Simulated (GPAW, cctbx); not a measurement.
# Y2Tl: deformation density and structure factors from DFT

Question: by how much does bonding change the X-ray structure factors of Y2Tl, and what does a routine refinement make of it?

The start was made by putting kin elements into a known structure type; the compound need not exist, or be stable, in this form. All numbers below are calculated.

**1. Find the equilibrium geometry**

The density hangs on the geometry, so cell and atoms are relaxed first, with the symmetry held. The cutoff is set higher than for the density because stress converges slowly with plane waves.

Settings: GPAW 26.7.0, PBE, 570 eV, 6×4×4 k-points (along the axes of the calculation cell), Fermi–Dirac width 0.1 eV, BFGS to 0.03 eV/Å.

```text
cell
1.0
     0.000000000    0.000000000    3.379000000
     5.771000000    0.000000000    0.000000000
    -2.885500000    4.997832605    0.000000000
Tl Y
1 2
Direct
0.000000000 0.000000000 0.000000000
0.500000000 0.333333333 0.666666667
0.500000000 0.666666667 0.333333333
```

```console
$ OMP_NUM_THREADS=1 mpirun -n 4 gpaw python run.py > gpaw.log
```

```text
BFGS:    0      -11.591127        0.994691
BFGS:    1      -11.623745        0.931557
BFGS:    2      -11.810336        0.133197
BFGS:    3      -11.811687        0.178168
BFGS:    4      -11.812233        0.161493
BFGS:    5      -11.815005        0.008703
cell  3.2915 5.4188 5.4188  120.00 90.00 90.00
volume 83.702 A^3, largest force 0.000 eV/A, largest stress 0.05 GPa
```

The cell moved far, while the k-mesh and basis were chosen for the start, so the final shape may be somewhat biased.

After 5 steps the volume has changed by -14.1 % and the energy by -0.224 eV; the largest stress left is 0.05 GPa. It took 34 s on 4 cores of Arm Neoverse V1 (shared host), peak memory 0.85 GiB.

Relaxed structure: P6/mmm (no. 191), a = 5.4188 Å, b = 5.4188 Å, c = 3.2915 Å, α = 90.00°, β = 90.00°, γ = 120.00°.

```csv
atom,mult.,x,y,z
Tl1,1,0,0,0
Y1,2,1/3,2/3,1/2
```

**2. The all-electron density**

X-rays see the whole electron density, so the PAW density is rebuilt with its core regions. Subtracting spherical free atoms from the same code cancels the cores and leaves the deformation density Δρ, the part due to bonding.

Settings: PBE, 450 eV, 7×5×5 k-points (along the axes of the calculation cell), Fermi–Dirac width 0.1 eV; primitive cell of 3 atoms.

```console
$ OMP_NUM_THREADS=1 mpirun -n 4 gpaw python run.py > gpaw.log
```

```text
|iter:   1|       0s |  -12.020576 | -0.26 |       |
|iter:   2|       0s |  -11.951775 | -2.29 | -1.41 |
|iter:   3|       1s |  -11.690623 | -1.50 | -1.44 |
...
|iter:   7|       3s |  -11.689071c| -5.61 | -3.57 |
|iter:   8|       3s |  -11.689068c| -6.63 | -4.19c|
|iter:   9|       4s |  -11.689068c| -7.50c| -4.68c|
```

```text
grid (36, 54, 54)  electrons 159.000  moved by bonding 0.487 e
deformation density beyond 0.5 A of the nuclei: max 0.035, min -0.058 e/A^3
atom        x       y       z   Voronoi charge  moment
Tl1    0.0000  0.0000  0.0000     -0.050       0.00
Y 2    0.5000  0.3333  0.6667      0.025       0.00
Y 3    0.5000  0.6667  0.3333      0.025       0.00
mean inner potential of superposed free atoms 21.001 V
total magnetic moment 0.000 muB
```

Deformation density in a plane through the shortest contact of the Y atom at the origin, in 0.01 e/Å³ (clipped at ±99); x from -1.6 to 4.7 Å, y from 2.4 down to -2.4 Å:

```text
  .  -4   1  -1   0   1   1   1   1   1   1   0  -1   1  -4   .
  2   3  -1  -1   0   1   1   1   1   1   1   0  -1  -1   3   2
 -1  -1  -1  -1  -1   0   1   1   1   1   0  -1  -1  -1  -1  -1
 -1  -1  -1  -1  -1  -1   0   0   0   0  -1  -1  -1  -1  -1  -1
  0  -1  -1   2   2   0  -1  -1  -1  -1   0   2   2  -1  -1   0
  0  -1   2  -3   .   1   0  -1  -1   0   1   .  -3   2  -1   0
  0  -1   2   .   .  -3   1  -1  -1   1  -3   .   .   2  -1   0
  0  -1   2  -3   .   1   0  -1  -1   0   1   .  -3   2  -1   0
  0  -1  -1   2   2   0  -1  -1  -1  -1   0   2   2  -1  -1   0
 -1  -1  -1  -1  -1  -1   0   0   0   0  -1  -1  -1  -1  -1  -1
 -1  -1  -1  -1  -1   0   1   1   1   1   0  -1  -1  -1  -1  -1
  2   3  -1  -1   0   1   1   1   1   1   1   0  -1  -1   3   2
  .  -4   1  -1   0   1   1   1   1   1   1   0  -1   1  -4   .
```

Atoms in or within 0.15 Å of the plane: Y (0.0, 0.0), Y (3.1, 0.0) Å. Dots mark points within about 0.45 Å of a nucleus; large values next to them are atomic features.

Tl gains most (-0.05 e) and Y loses most (+0.03 e), as electronegativity suggests. Along the shortest contact from the Y atom at the map's origin, Y–Y at 3.13 Å, Δρ is -0.02 e/Å³ at the midpoint and highest, +0.04, 0.77 Å from Y (points within 0.5 Å of a nucleus left out): little piles up between the atoms, as is usual in a metallic crystal, which this run finds. At the midpoints of other shortest contacts it is +0.01 (Tl–Tl, 3.29 Å) e/Å³. Point values carry grid noise of about 0.01 e/Å³. The run needed 9 iterations, 9.6 s.

**3. From the density to structure factors**

The Fourier components of Δρ, added to those of the free atoms, give the static X-ray structure factors; the Mott–Bethe relation turns them into the Fourier components V of the potential that fast electrons feel.

```text
static structure factors of the conventional cell: F in electrons, V (Mott-Bethe) in volts
   h  k  l      d  |F| table  |F| free   |F| DFT   change   |V| free  |V| DFT  change %
   1  0  0  4.6928    41.272    41.185    41.119   -0.067     0.982    1.063      8.2
   0  0  1  3.2915     7.164     7.096     7.256    0.159     2.430    2.525      3.9
   1  1  0  2.7094   132.741   132.699   132.468   -0.231    10.573   10.666      0.9
   1  0  1  2.6947   101.293   101.258   101.106   -0.153     7.453    7.513      0.8
   2  0  0  2.3464    37.692    37.683    37.588   -0.096     1.301    1.330      2.2
   1  1  1  2.0919     7.743     7.747     7.643   -0.104     1.138    1.113     -2.2
   2  0  1  1.9106    91.908    91.866    91.852   -0.013     5.624    5.627      0.0
   2  1  0  1.7737    35.130    35.092    35.053   -0.039     1.190    1.197      0.6
   0  0  2  1.6458   113.364   113.361   113.392    0.032     6.769    6.764     -0.1
   3  0  0  1.5643   111.014   111.024   111.050    0.026     6.429    6.425     -0.1
   2  1  1  1.5614    85.207    85.195    85.219    0.024     4.647    4.644     -0.1
   1  0  2  1.5530    33.701    33.643    33.653    0.010     1.104    1.102     -0.1
   3  0  1  1.4128     8.061     7.966     8.048    0.082     0.543    0.552      1.7
   1  1  2  1.4066   105.955   105.982   105.987    0.005     5.744    5.744     -0.0
```

The largest X-ray change is -0.23 e on 110, 0.2 % of |F|. For electrons V goes as (Z − F)/g², so a change of F counts against Z − F, which is small at low angle and wherever the atoms' terms cancel: |V| of 100 moves by +8.2 % (0.98 to 1.06 V) against -0.2 % in |F|. The last three rows still change by up to 0.08 e; the table stops while the angles are still low. The tabulated Hartree–Fock atoms differ from the free DFT atoms by up to 0.09 e, so the choice of reference atom matters too.

**4. What a spherical-atom refinement makes of it**

Routine crystallography fits spherical atoms. To see the bias, intensities are simulated from tabulated atoms plus the DFT change ΔF, so that bonding alone can misfit (3806 reflections of the full sphere, merged to the counts below, to 0.45 Å, 1 % proportional noise plus counting noise, assumed isotropic U as listed, Δρ smeared by the mean U) and refined with cctbx over different ranges.

```
                    range  data      R1  GooF  U Tl1 (true 0.003)  U Y1 (true 0.004)  largest shift (Å)  Δρ max, min (e/Å³)
                 all data   229  0.0024  1.00              0.0030             0.0040             0.0000         0.36, -0.42
 low resolution, d > 0.84    46  0.0020  1.01              0.0030             0.0039             0.0000         0.10, -0.09
     high order, d < 0.75   166  0.0024  0.96              0.0030             0.0040             0.0000         0.27, -0.38
occupancies free, d > 0.7    71  0.0022  1.06              0.0030             0.0040             0.0000         0.15, -0.19
```

With all data GooF is 1.00, so at this noise the bonding hardly shows; the top residual peak lies 0.61 Å from Tl and 2.68 Å from Tl. No U is off by more than 3 s.u. at low resolution. Symmetry fixes every coordinate, so the shifts are zero by construction. With Tl1 held at 1 and the scale free, the other occupancies refine to Y1 1.001(0.001), within three s.u. of full.

**5. Answer**

Bonding moves 0.49 e in the primitive cell of Y2Tl and changes the structure factors of the conventional cell in the table above by at most 0.23 e (110, 0.2 %), and among reflections above 2 % of the strongest by up to 2.2 % (001). The shortest bond, Y–Y, has Δρ = -0.02 e/Å³ at its midpoint, with no localised bond charge. With all data GooF is 1.00, so at this noise the bonding hardly shows. Limits: static density, frozen cores, no spin–orbit coupling.

[Outputs are excerpts: Python notices, other lines and further rows are left out; steps that failed or that the build refused (PBEsol, TPSS) are not shown.]

[Logs are printed without paths, hosts, clocks, repeated set-up lines and the standing remarks that a program may print on its own settings, such as how far it seeks lower states.]
